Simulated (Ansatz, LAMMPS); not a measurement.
## Neighbourhoods of single atoms in amorphous 37Ga2O3-63Al2O3 (mol %) (135 atoms)

Density of this cell: 4.44 g/cm³. The cell holds 135 atoms: 20 Ga, 34 Al and 81 O. Its edges and angles: a = 11.052 Å, b = 11.052 Å, c = 11.052 Å, α = 90.0°, β = 90.0°, γ = 90.0°. 135 atoms (20 Fe, 34 Al, 81 O) placed at random at 3.55 g/cm³, melted at 5000 K for 10 ps at fixed volume with the Morse and Coulomb pair potential with partial charges (Pedone, Malavasi, Menziani, Cormack and Segre, J. Phys. Chem. B 110, 11780 (2006)). Quenched from 5000 K to 300 K at 50 K/ps and fixed volume, held 10 ps at zero pressure, then minimised at fixed cell. Then Fe was replaced by Ga and the cell scaled by 1.006 (the potential has no terms for the new elements, so the cell is a start for a DFT relaxation).

Method: Kohn-Sham DFT, revPBE, PAW (set soft_2), plane waves (Ansatz 0.2.0; cutoff 420 eV, Γ point, fixed occupations), at the geometry as built.

The whole cell was solved; only parts of it are printed.

The surroundings of Al36, which has 6 bonded neighbours where the commonest count for Al is 4, nearest first, numbered as they follow in the input and with coordinates relative to it.

| atom | x | y | z | distance (Å) | bonds | intrinsic-atomic-orbital charge (e) | Fx | Fy | Fz (eV/Å) |
| --- | --- | --- | --- | --- | --- | --- | --- | --- | --- |
| Al36 | 0.00 | 0.00 | 0.00 | 0.00 | 6 | 1.29 | 1.31 | 0.36 | -0.05 |
| O82 | -1.75 | -0.13 | -0.33 | 1.79 | 3 | -0.86 | -0.64 | -0.29 | 1.14 |
| O126 | 0.14 | -0.18 | 1.81 | 1.82 | 3 | -0.91 | -0.33 | 0.29 | -0.02 |
| O95 | 0.53 | -1.83 | -0.26 | 1.92 | 3 | -0.73 | -0.46 | -0.21 | -0.13 |
| O70 | 0.43 | 0.37 | -1.88 | 1.96 | 4 | -0.78 | -0.31 | -0.24 | 0.23 |
| O62 | 2.04 | 0.49 | 0.21 | 2.11 | 4 | -0.79 | -0.63 | -0.45 | -0.49 |
| O72 | -0.11 | 2.13 | 0.20 | 2.15 | 3 | -0.88 | -0.14 | -0.87 | -0.69 |
| Al25 | 1.87 | 0.25 | 2.12 | 2.84 | 6 | 1.28 | 0.24 | 0.79 | -0.70 |
| Al22 | -0.07 | 2.11 | -2.27 | 3.10 | 5 | 1.32 | -0.14 | -0.05 | 0.05 |
| Ga12 | 2.48 | 0.93 | -1.63 | 3.11 | 6 | 1.00 | -0.43 | -0.38 | 0.09 |
| Al41 | -2.48 | 0.01 | -1.88 | 3.11 | 4 | 1.38 | -0.56 | 0.79 | 0.43 |
| Ga13 | 2.48 | -1.85 | -0.33 | 3.11 | 7 | 1.04 | -0.31 | -0.61 | 0.37 |
| Al24 | -0.93 | -1.17 | 2.80 | 3.17 | 4 | 1.37 | 0.68 | -0.06 | 0.12 |
| O56 | -1.81 | -2.13 | 1.63 | 3.24 | 3 | -0.76 | -0.63 | -0.97 | -0.94 |
| O69 | -2.24 | 1.36 | 1.91 | 3.25 | 3 | -0.82 | -0.65 | -1.24 | 0.17 |
| Ga5 | -0.84 | -3.16 | 0.28 | 3.28 | 5 | 1.06 | 0.26 | 0.02 | 0.50 |
| Al51 | -1.39 | 2.72 | 1.30 | 3.32 | 4 | 1.38 | 0.20 | 0.63 | -0.88 |
| Al44 | 1.39 | 2.97 | 0.73 | 3.36 | 4 | 1.35 | -0.65 | -0.62 | 0.26 |
| O127 | -1.83 | 1.53 | -2.45 | 3.42 | 3 | -0.92 | 0.46 | 0.45 | -0.33 |
| Ga17 | -3.36 | 0.32 | 0.82 | 3.47 | 5 | 1.07 | 0.27 | 0.16 | -0.52 |
| Ga2 | 0.97 | -0.89 | -3.26 | 3.51 | 6 | 1.04 | 0.04 | 0.56 | 0.04 |
| O76 | 2.60 | -1.46 | 1.93 | 3.55 | 4 | -0.74 | 0.19 | -0.21 | -0.33 |
| O131 | 1.66 | 2.24 | 2.32 | 3.63 | 4 | -0.86 | -0.02 | -0.35 | 1.12 |
| O105 | 2.77 | -0.86 | -2.31 | 3.71 | 4 | -0.73 | -0.53 | -0.30 | 0.41 |
| O61 | 1.67 | 2.66 | -2.05 | 3.75 | 4 | -0.81 | 0.37 | 0.26 | -0.15 |
| O108 | -1.97 | -2.89 | -1.53 | 3.82 | 3 | -0.87 | -0.15 | 0.93 | 1.27 |
| Ga19 | 1.57 | -2.99 | 2.45 | 4.17 | 5 | 1.04 | 0.22 | 0.15 | -0.21 |
| O94 | 0.33 | -1.96 | 3.72 | 4.22 | 3 | -0.79 | 0.68 | -0.67 | 0.29 |
| O71 | -0.86 | 3.80 | -1.79 | 4.29 | 3 | -0.90 | 0.05 | -0.79 | -0.49 |
| O104 | -4.20 | 0.18 | -0.99 | 4.32 | 4 | -0.79 | 0.74 | 0.57 | 0.39 |
| O100 | 0.28 | -2.65 | -3.41 | 4.33 | 3 | -0.78 | 1.31 | 1.46 | -1.11 |
| O122 | 2.97 | 3.19 | 0.09 | 4.36 | 3 | -0.83 | 1.23 | 0.33 | 0.03 |
| O130 | -2.08 | -0.40 | 3.84 | 4.39 | 3 | -0.87 | -1.05 | -0.25 | 0.59 |
| O134 | -2.88 | -0.86 | -3.24 | 4.42 | 3 | -0.81 | -0.55 | -1.03 | -2.03 |

The column of bonds counts only the pairs O-Al within 2.27 Å, O-Ga within 2.50 Å; other neighbours, such as metal atoms beside each other in a compound, aren't counted, and periodic images can show an atom twice.

The surroundings of O134, which bears the longest force, nearest first, numbered as they follow in the input and with coordinates relative to it.

| atom | x | y | z | distance (Å) | bonds | intrinsic-atomic-orbital charge (e) | Fx | Fy | Fz (eV/Å) |
| --- | --- | --- | --- | --- | --- | --- | --- | --- | --- |
| O134 | 0.00 | 0.00 | 0.00 | 0.00 | 3 | -0.81 | -0.55 | -1.03 | -2.03 |
| Al41 | 0.40 | 0.88 | 1.37 | 1.67 | 4 | 1.38 | -0.56 | 0.79 | 0.43 |
| Ga16 | 0.69 | 0.33 | -1.83 | 1.99 | 6 | 1.03 | 0.35 | -0.11 | 0.41 |
| Ga9 | -1.78 | -0.94 | -0.60 | 2.10 | 6 | 1.04 | 0.08 | -0.21 | 0.63 |
| O124 | -1.40 | 0.13 | -2.17 | 2.58 | 4 | -0.77 | 0.22 | -0.07 | 0.17 |
| O127 | 1.05 | 2.40 | 0.80 | 2.73 | 3 | -0.92 | 0.46 | 0.45 | -0.33 |
| O104 | -1.31 | 1.04 | 2.25 | 2.81 | 4 | -0.79 | 0.74 | 0.57 | 0.39 |
| O108 | 0.91 | -2.03 | 1.71 | 2.81 | 3 | -0.87 | -0.15 | 0.93 | 1.27 |
| O58 | -1.97 | -1.50 | 1.35 | 2.82 | 3 | -0.86 | -0.24 | -0.03 | -0.80 |
| O123 | 1.11 | -1.59 | -2.12 | 2.88 | 3 | -0.81 | 0.85 | 1.06 | 0.19 |
| O132 | -1.02 | -2.72 | -0.98 | 3.06 | 3 | -0.83 | -0.32 | 0.06 | 0.02 |
| O57 | -2.97 | 0.75 | 0.29 | 3.07 | 4 | -0.82 | 0.58 | 0.23 | 0.06 |
| O120 | 2.63 | 0.51 | -1.51 | 3.07 | 4 | -0.67 | 0.48 | -0.43 | -0.05 |
| O106 | 0.43 | 2.26 | -2.12 | 3.13 | 3 | -0.84 | -1.07 | -1.25 | -0.47 |
| O82 | 1.13 | 0.73 | 2.91 | 3.21 | 3 | -0.86 | -0.64 | -0.29 | 1.14 |
| Al54 | -0.73 | -2.62 | 1.79 | 3.26 | 4 | 1.37 | 0.27 | -0.39 | -0.30 |
| Al30 | -2.72 | -0.01 | 1.88 | 3.31 | 4 | 1.37 | 0.59 | 0.29 | -0.75 |
| Al37 | 1.99 | -2.70 | 0.62 | 3.41 | 4 | 1.39 | 0.22 | -0.71 | -0.08 |
| Ga1 | -2.32 | 2.59 | 1.01 | 3.63 | 6 | 1.06 | -0.51 | -0.02 | -0.39 |
| O100 | 3.16 | -1.79 | -0.17 | 3.63 | 3 | -0.78 | 1.31 | 1.46 | -1.11 |
| Al23 | -0.26 | -2.55 | -2.59 | 3.64 | 4 | 1.39 | -0.12 | 0.17 | 0.52 |
| Al52 | -2.20 | 1.83 | -2.26 | 3.65 | 5 | 1.34 | -0.51 | 0.26 | -0.26 |
| O79 | -2.10 | 2.90 | -0.83 | 3.67 | 3 | -0.82 | 0.53 | 0.25 | 0.82 |
| O70 | 3.32 | 1.23 | 1.36 | 3.79 | 4 | -0.78 | -0.31 | -0.24 | 0.23 |
| Ga2 | 3.86 | -0.03 | -0.01 | 3.86 | 6 | 1.04 | 0.04 | 0.56 | 0.04 |
| O99 | -3.73 | -1.19 | -1.01 | 4.04 | 3 | -0.83 | 1.42 | 1.25 | -0.67 |
| O130 | 0.80 | 0.46 | -3.97 | 4.08 | 3 | -0.87 | -1.05 | -0.25 | 0.59 |
| Ga11 | 3.09 | -1.55 | -2.23 | 4.12 | 6 | 1.05 | -0.77 | -0.17 | -0.28 |
| Al32 | 0.48 | 4.07 | 0.83 | 4.18 | 4 | 1.40 | 0.72 | -0.29 | 0.57 |
| O81 | -0.91 | 3.72 | 1.72 | 4.20 | 3 | -0.85 | -1.29 | -0.83 | -0.52 |
| Al22 | 2.81 | 2.97 | 0.98 | 4.20 | 5 | 1.32 | -0.14 | -0.05 | 0.05 |
| O87 | 1.45 | -3.98 | -0.37 | 4.25 | 3 | -0.91 | -1.47 | -0.89 | -0.51 |
| Ga17 | -0.48 | 1.18 | 4.07 | 4.26 | 5 | 1.07 | 0.27 | 0.16 | -0.52 |
| Al29 | 1.44 | 3.62 | -1.79 | 4.29 | 4 | 1.35 | 0.89 | 0.27 | 0.14 |
| Al38 | -1.53 | -0.10 | -4.02 | 4.30 | 5 | 1.32 | 0.47 | 0.27 | -0.25 |
| O73 | -0.79 | -1.73 | -3.99 | 4.42 | 3 | -0.84 | -0.42 | 0.30 | -1.48 |
| O84 | 2.94 | 3.19 | -0.87 | 4.42 | 4 | -0.86 | 0.48 | 0.07 | 0.34 |
| Al36 | 2.88 | 0.86 | 3.24 | 4.42 | 6 | 1.29 | 1.31 | 0.36 | -0.05 |
| Al31 | -4.49 | 0.53 | -0.73 | 4.58 | 6 | 1.27 | -0.73 | 0.25 | 0.33 |
| O118 | -0.98 | -4.33 | 1.17 | 4.59 | 3 | -0.88 | 0.36 | 0.17 | -0.34 |
| O59 | -0.84 | -2.93 | 3.49 | 4.63 | 3 | -0.85 | -0.27 | -0.11 | 1.48 |
| O95 | 3.41 | -0.97 | 2.98 | 4.63 | 3 | -0.73 | -0.46 | -0.21 | -0.13 |
| Al21 | 0.74 | 2.23 | -4.03 | 4.66 | 5 | 1.29 | 0.17 | -0.39 | 0.68 |
| Al35 | -0.42 | -4.59 | -0.70 | 4.67 | 6 | 1.29 | 0.01 | 0.28 | 0.50 |
| Ga5 | 2.04 | -2.30 | 3.52 | 4.68 | 5 | 1.06 | 0.26 | 0.02 | 0.50 |
| O89 | -3.92 | 1.17 | -2.29 | 4.69 | 4 | -0.84 | 0.16 | -0.27 | -0.82 |

The column of bonds counts only the pairs O-Al within 2.27 Å, O-Ga within 2.50 Å; other neighbours, such as metal atoms beside each other in a compound, aren't counted, and periodic images can show an atom twice.

Local excerpt of 34 atoms (numbers count through the whole input) about Ga10, one of the 20 Ga atoms; x, y, z are measured from there.

| atom | x | y | z | distance (Å) | bonds | intrinsic-atomic-orbital charge (e) | Fx | Fy | Fz (eV/Å) |
| --- | --- | --- | --- | --- | --- | --- | --- | --- | --- |
| Ga10 | 0.00 | 0.00 | 0.00 | 0.00 | 5 | 1.06 | -0.47 | 0.75 | 0.21 |
| O109 | -1.17 | -0.01 | 1.48 | 1.88 | 4 | -0.73 | 0.11 | -0.72 | -0.38 |
| O78 | 1.63 | -0.21 | -0.96 | 1.90 | 4 | -0.74 | 0.04 | -0.20 | -0.27 |
| O111 | -1.09 | 1.57 | -0.68 | 2.03 | 4 | -0.69 | 0.47 | -0.07 | 0.34 |
| O65 | -0.38 | -1.93 | -0.70 | 2.09 | 4 | -0.72 | -0.59 | 0.07 | 0.00 |
| O89 | 1.04 | 1.68 | 0.88 | 2.16 | 4 | -0.84 | 0.16 | -0.27 | -0.82 |
| O99 | 1.23 | -0.68 | 2.16 | 2.57 | 3 | -0.83 | 1.42 | 1.25 | -0.67 |
| Al31 | 0.47 | 1.04 | 2.44 | 2.69 | 6 | 1.27 | -0.73 | 0.25 | 0.33 |
| O76 | -0.61 | -0.09 | -2.71 | 2.78 | 4 | -0.74 | 0.19 | -0.21 | -0.33 |
| Al46 | 1.37 | -2.15 | -1.18 | 2.81 | 5 | 1.34 | -0.39 | -0.67 | -0.55 |
| O94 | -2.88 | -0.59 | -0.92 | 3.08 | 3 | -0.79 | 0.68 | -0.67 | 0.29 |
| Ga19 | -1.64 | -1.63 | -2.19 | 3.18 | 5 | 1.04 | 0.22 | 0.15 | -0.21 |
| Ga4 | 1.44 | 0.19 | -2.88 | 3.22 | 6 | 1.03 | -0.63 | 0.17 | -0.51 |
| Ga15 | 0.22 | 3.13 | -0.73 | 3.23 | 7 | 1.04 | 0.03 | 0.37 | 0.25 |
| Ga7 | -2.25 | 2.22 | 0.79 | 3.26 | 6 | 1.03 | -0.15 | 0.20 | 0.21 |
| Al25 | -1.34 | 1.62 | -2.52 | 3.28 | 6 | 1.28 | 0.24 | 0.79 | -0.70 |
| O113 | 0.78 | 2.03 | -2.46 | 3.29 | 4 | -0.69 | -0.35 | -0.12 | -0.27 |
| Ga11 | -3.00 | -1.05 | 0.94 | 3.31 | 6 | 1.05 | -0.77 | -0.17 | -0.28 |
| O66 | -0.60 | -2.69 | 1.97 | 3.39 | 3 | -0.78 | -0.77 | -0.39 | -0.43 |
| O121 | 2.16 | -2.64 | 0.21 | 3.42 | 2 | -0.95 | 1.37 | 0.90 | -0.09 |
| O67 | -0.91 | 2.32 | 2.50 | 3.53 | 5 | -0.79 | -0.57 | 0.31 | -0.30 |
| Al38 | 3.43 | 0.41 | -0.85 | 3.56 | 5 | 1.32 | 0.47 | 0.27 | -0.25 |
| Al42 | 0.38 | -1.79 | 3.09 | 3.59 | 4 | 1.36 | 0.08 | -0.98 | 0.52 |
| Al52 | 2.76 | 2.33 | 0.91 | 3.72 | 5 | 1.34 | -0.51 | 0.26 | -0.26 |
| O124 | 3.56 | 0.64 | 1.00 | 3.75 | 4 | -0.77 | 0.22 | -0.07 | 0.17 |
| Ga2 | -2.24 | 0.48 | 3.16 | 3.90 | 6 | 1.04 | 0.04 | 0.56 | 0.04 |
| Ga20 | -1.12 | -3.73 | 0.36 | 3.91 | 6 | 1.04 | -0.48 | 0.00 | 0.58 |
| O120 | -3.47 | 1.01 | 1.66 | 3.97 | 4 | -0.67 | 0.48 | -0.43 | -0.05 |
| O107 | 2.19 | -1.86 | -2.75 | 3.97 | 4 | -0.83 | 0.92 | 1.30 | -0.21 |
| O74 | 3.27 | 2.21 | -0.87 | 4.04 | 3 | -0.83 | 0.32 | 0.51 | 0.20 |
| Ga9 | 3.18 | -0.44 | 2.57 | 4.12 | 6 | 1.04 | 0.08 | -0.21 | 0.63 |
| O105 | -0.44 | 0.51 | 4.10 | 4.15 | 4 | -0.73 | -0.53 | -0.30 | 0.41 |
| O57 | 1.99 | 1.25 | 3.46 | 4.18 | 4 | -0.82 | 0.58 | 0.23 | 0.06 |
| O97 | -2.92 | -2.96 | 0.62 | 4.21 | 3 | -0.79 | 1.15 | 1.11 | -0.68 |

The column of bonds counts only the pairs O-Al within 2.27 Å, O-Ga within 2.50 Å; other neighbours, such as metal atoms beside each other in a compound, aren't counted, and periodic images can show an atom twice.

A closer look about O120, whose charge lies farthest from its element's mean: 34 atoms, nearest first, numbered in the order of the input, with positions taken from that point.

| atom | x | y | z | distance (Å) | bonds | intrinsic-atomic-orbital charge (e) | Fx | Fy | Fz (eV/Å) |
| --- | --- | --- | --- | --- | --- | --- | --- | --- | --- |
| O120 | 0.00 | 0.00 | 0.00 | 0.00 | 4 | -0.67 | 0.48 | -0.43 | -0.05 |
| Ga7 | 1.21 | 1.20 | -0.86 | 1.91 | 6 | 1.03 | -0.15 | 0.20 | 0.21 |
| Ga16 | -1.93 | -0.18 | -0.32 | 1.97 | 6 | 1.03 | 0.35 | -0.11 | 0.41 |
| Ga2 | 1.23 | -0.54 | 1.50 | 2.01 | 6 | 1.04 | 0.04 | 0.56 | 0.04 |
| Ga11 | 0.47 | -2.06 | -0.71 | 2.23 | 6 | 1.05 | -0.77 | -0.17 | -0.28 |
| O109 | 2.30 | -1.02 | -0.18 | 2.52 | 4 | -0.73 | 0.11 | -0.72 | -0.38 |
| O123 | -1.51 | -2.10 | -0.61 | 2.66 | 3 | -0.81 | 0.85 | 1.06 | 0.19 |
| O100 | 0.53 | -2.30 | 1.34 | 2.71 | 3 | -0.78 | 1.31 | 1.46 | -1.11 |
| O84 | 0.31 | 2.68 | 0.64 | 2.77 | 4 | -0.86 | 0.48 | 0.07 | 0.34 |
| O106 | -2.20 | 1.75 | -0.60 | 2.87 | 3 | -0.84 | -1.07 | -1.25 | -0.47 |
| O117 | -0.12 | 2.06 | -2.10 | 2.94 | 3 | -0.83 | 0.29 | 0.24 | 0.14 |
| O67 | 2.55 | 1.30 | 0.84 | 2.99 | 5 | -0.79 | -0.57 | 0.31 | -0.30 |
| O70 | 0.69 | 0.72 | 2.88 | 3.04 | 4 | -0.78 | -0.31 | -0.24 | 0.23 |
| O130 | -1.83 | -0.05 | -2.46 | 3.06 | 3 | -0.87 | -1.05 | -0.25 | 0.59 |
| O134 | -2.63 | -0.51 | 1.51 | 3.07 | 3 | -0.81 | -0.55 | -1.03 | -2.03 |
| O94 | 0.59 | -1.61 | -2.58 | 3.09 | 3 | -0.79 | 0.68 | -0.67 | 0.29 |
| Al29 | -1.18 | 3.11 | -0.28 | 3.34 | 4 | 1.35 | 0.89 | 0.27 | 0.14 |
| O127 | -1.58 | 1.89 | 2.31 | 3.37 | 3 | -0.92 | 0.46 | 0.45 | -0.33 |
| O111 | 2.38 | 0.56 | -2.34 | 3.38 | 4 | -0.69 | 0.47 | -0.07 | 0.34 |
| Al22 | 0.18 | 2.46 | 2.49 | 3.50 | 5 | 1.32 | -0.14 | -0.05 | 0.05 |
| Al21 | -1.89 | 1.72 | -2.52 | 3.59 | 5 | 1.29 | 0.17 | -0.39 | 0.68 |
| Al24 | -0.67 | -0.82 | -3.50 | 3.66 | 4 | 1.37 | 0.68 | -0.06 | 0.12 |
| Al41 | -2.23 | 0.37 | 2.88 | 3.66 | 4 | 1.38 | -0.56 | 0.79 | 0.43 |
| Al37 | -0.64 | -3.21 | 2.13 | 3.90 | 4 | 1.39 | 0.22 | -0.71 | -0.08 |
| O105 | 3.02 | -0.51 | 2.44 | 3.92 | 4 | -0.73 | -0.53 | -0.30 | 0.41 |
| O103 | 2.22 | 3.02 | -1.25 | 3.95 | 4 | -0.76 | -0.14 | -0.26 | -0.52 |
| Ga10 | 3.47 | -1.01 | -1.66 | 3.97 | 5 | 1.06 | -0.47 | 0.75 | 0.21 |
| Al31 | 3.93 | 0.02 | 0.79 | 4.01 | 6 | 1.27 | -0.73 | 0.25 | 0.33 |
| Al45 | 2.13 | 3.41 | 0.59 | 4.06 | 6 | 1.29 | 0.26 | -0.81 | 0.37 |
| O124 | -4.03 | -0.38 | -0.66 | 4.10 | 4 | -0.77 | 0.22 | -0.07 | 0.17 |
| O97 | 0.54 | -3.98 | -1.04 | 4.15 | 3 | -0.79 | 1.15 | 1.11 | -0.68 |
| Ga12 | 2.73 | 1.28 | 3.12 | 4.34 | 6 | 1.00 | -0.43 | -0.38 | 0.09 |
| Al23 | -2.89 | -3.06 | -1.08 | 4.34 | 4 | 1.39 | -0.12 | 0.17 | 0.52 |
| O108 | -1.72 | -2.54 | 3.23 | 4.45 | 3 | -0.87 | -0.15 | 0.93 | 1.27 |

The column of bonds counts only the pairs O-Al within 2.27 Å, O-Ga within 2.50 Å; other neighbours, such as metal atoms beside each other in a compound, aren't counted, and periodic images can show an atom twice.

Neighbours are counted within 2.27 Å (O-Al), 2.50 Å (O-Ga).

Length of the force by element and coordination:

| element | coordination | atoms | mean length of the force (eV/Å) | spread | least | most |
| --- | --- | --- | --- | --- | --- | --- |
| Al | all | 34 | 0.811 | 0.277 | 0.160 | 1.36 |
| Al | 4 | 21 | 0.791 | 0.224 | 0.3 | 1.12 |
| Al | 5 | 7 | 0.814 | 0.372 | 0.160 | 1.32 |
| Al | 6 | 6 | 0.877 | 0.301 | 0.465 | 1.36 |
| Ga | all | 20 | 0.725 | 0.352 | 0.257 | 1.79 |
| Ga | 4 | 1 | 1.79 | 0 | 1.79 | 1.79 |
| Ga | 5 | 6 | 0.674 | 0.371 | 0.257 | 1.36 |
| Ga | 6 | 11 | 0.675 | 0.187 | 0.324 | 1.08 |
| Ga | 7 | 2 | 0.614 | 0.167 | 0.447 | 0.781 |
| O | all | 81 | 1.06 | 0.486 | 0.289 | 2.34 |
| O | 2 | 1 | 1.64 | 0 | 1.64 | 1.64 |
| O | 3 | 54 | 1.19 | 0.491 | 0.329 | 2.34 |
| O | 4 | 25 | 0.790 | 0.344 | 0.289 | 1.61 |
| O | 5 | 1 | 0.712 | 0 | 0.712 | 0.712 |

Intrinsic-atomic-orbital charges by element and coordination:

| element | coordination | atoms | mean charge (e) | spread | least | most |
| --- | --- | --- | --- | --- | --- | --- |
| Al | all | 34 | 1.34 | 0.0386 | 1.27 | 1.41 |
| Al | 4 | 21 | 1.37 | 0.0185 | 1.34 | 1.41 |
| Al | 5 | 7 | 1.32 | 0.0154 | 1.29 | 1.34 |
| Al | 6 | 6 | 1.28 | 0.0077 | 1.27 | 1.29 |
| Ga | all | 20 | 1.04 | 0.0154 | 0.998 | 1.07 |
| Ga | 4 | 1 | 1.07 | 0 | 1.07 | 1.07 |
| Ga | 5 | 6 | 1.05 | 0.0112 | 1.04 | 1.07 |
| Ga | 6 | 11 | 1.04 | 0.0145 | 0.998 | 1.06 |
| Ga | 7 | 2 | 1.04 | 0.0036 | 1.04 | 1.04 |
| O | all | 81 | -0.822 | 0.0649 | -0.946 | -0.667 |
| O | 2 | 1 | -0.946 | 0 | -0.946 | -0.946 |
| O | 3 | 54 | -0.844 | 0.0544 | -0.926 | -0.687 |
| O | 4 | 25 | -0.772 | 0.0551 | -0.861 | -0.667 |
| O | 5 | 1 | -0.789 | 0 | -0.789 | -0.789 |

The quench rate of 50 K/ps is many orders above laboratory rates, so the cell is likely richer in defects and strain than a real sample. The network of bonds at the start is that of the classical potential that made the cell, and needn't be the one that DFT or experiment would give. Only the Γ point is sampled, in a cell whose shortest periodic width is 11 Å.

[Hosts, paths, dates, database ids (printed as entryN), source tags and the programs' standing remarks are cut or masked in the printed files.]
